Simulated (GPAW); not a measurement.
A computed O K-edge spectrum of one site in a crystal of Ag, O and Pd, with its zero at a photon energy of about 525.1 eV (raw 533.9 eV, less 8.8 eV of added terms; LDA puts this hole about 4 eV below PBE, itself good to a few eV). Method: GPAW, LDA, excited-electron core hole (neutral cell) in a small cell, dipole transitions, broadening that rises with energy.

Energy from the lowest empty level; intensity scaled to a mean of 1 over the first 20 eV:

```tsv
E (eV)	intensity
-2.0	0.00
-1.5	0.00
-1.0	0.01
-0.5	0.21
0.0	1.27
0.5	2.63
1.0	2.62
1.5	1.50
2.0	0.81
2.5	0.81
3.0	0.85
3.5	0.89
4.0	1.02
4.5	1.02
5.0	0.97
5.5	1.10
6.0	1.25
6.5	1.32
7.0	1.33
7.5	1.18
8.0	0.96
8.5	0.78
9.0	0.72
9.5	0.76
10.0	0.83
10.5	0.92
11.0	0.98
11.5	0.99
12.0	0.98
12.5	0.99
13.0	1.01
13.5	1.05
14.0	1.07
14.5	1.05
15.0	0.97
15.5	0.86
16.0	0.73
16.5	0.63
17.0	0.57
17.5	0.53
18.0	0.52
18.5	0.54
19.0	0.57
19.5	0.61
20.0	0.65
20.5	0.70
21.0	0.74
21.5	0.79
22.0	0.85
22.5	0.91
23.0	0.97
23.5	1.02
24.0	1.08
24.5	1.12
25.0	1.14
25.5	1.14
26.0	1.11
26.5	1.06
27.0	1.00
27.5	0.93
28.0	0.88
28.5	0.84
29.0	0.82
29.5	0.81
30.0	0.81
30.5	0.81
31.0	0.81
31.5	0.81
32.0	0.82
```

Which coordination does this site have?

A K edge sees empty p states; the first features are O p mixed into the empty d states of the Pd neighbours, and the broad ones above probably into the cations' higher empty bands. It is atom 4 of Ag2PdO2 (Immm), with 2 Pd at 2.03 Å and 2 Ag at 2.28 Å (4-fold, site symmetry mm2). Its main maxima below 24 eV lie at 0.7 eV (2.82), 4.2 eV (1.04), 6.8 eV (1.34) and 14.0 eV (1.07). A near-edge spectrum doesn't fix the structure by itself; it is matched against candidates. The unit cell's mesh shows no gap over 0.35 eV. That is right for a metallic compound; for a small-gap or correlated insulator it would be the fault of the functional or of the assumed magnetic order, and the hole would be screened too well. The holes are only 5.5 Å apart, so the shape is probably not converged with cell size; no larger cell was run here. The mesh is coarse (0.31 Å⁻¹ between points), so small maxima may be mesh ripples. The structure is a published determination, not relaxed.

[Banner, clock and machine lines of the logs are left out without a mark of their own.]

[Logs are printed without paths, hosts, clocks, repeated set-up lines and the standing remarks that a program may print on its own settings, such as how far it seeks lower states.]

[Hosts, paths, dates, database ids (printed as entryN), source tags and the programs' standing remarks are cut or masked in the printed files.]

[Lists of maxima count a maximum above −3 eV only where it reaches 4 % of the highest in the window and stands out from its surroundings by 2 % of it (1.5 % where it reaches 55 %); shoulders and weaker maxima are passed over, and of the rest the first, up to two pre-edge ones and the few strongest are named.]
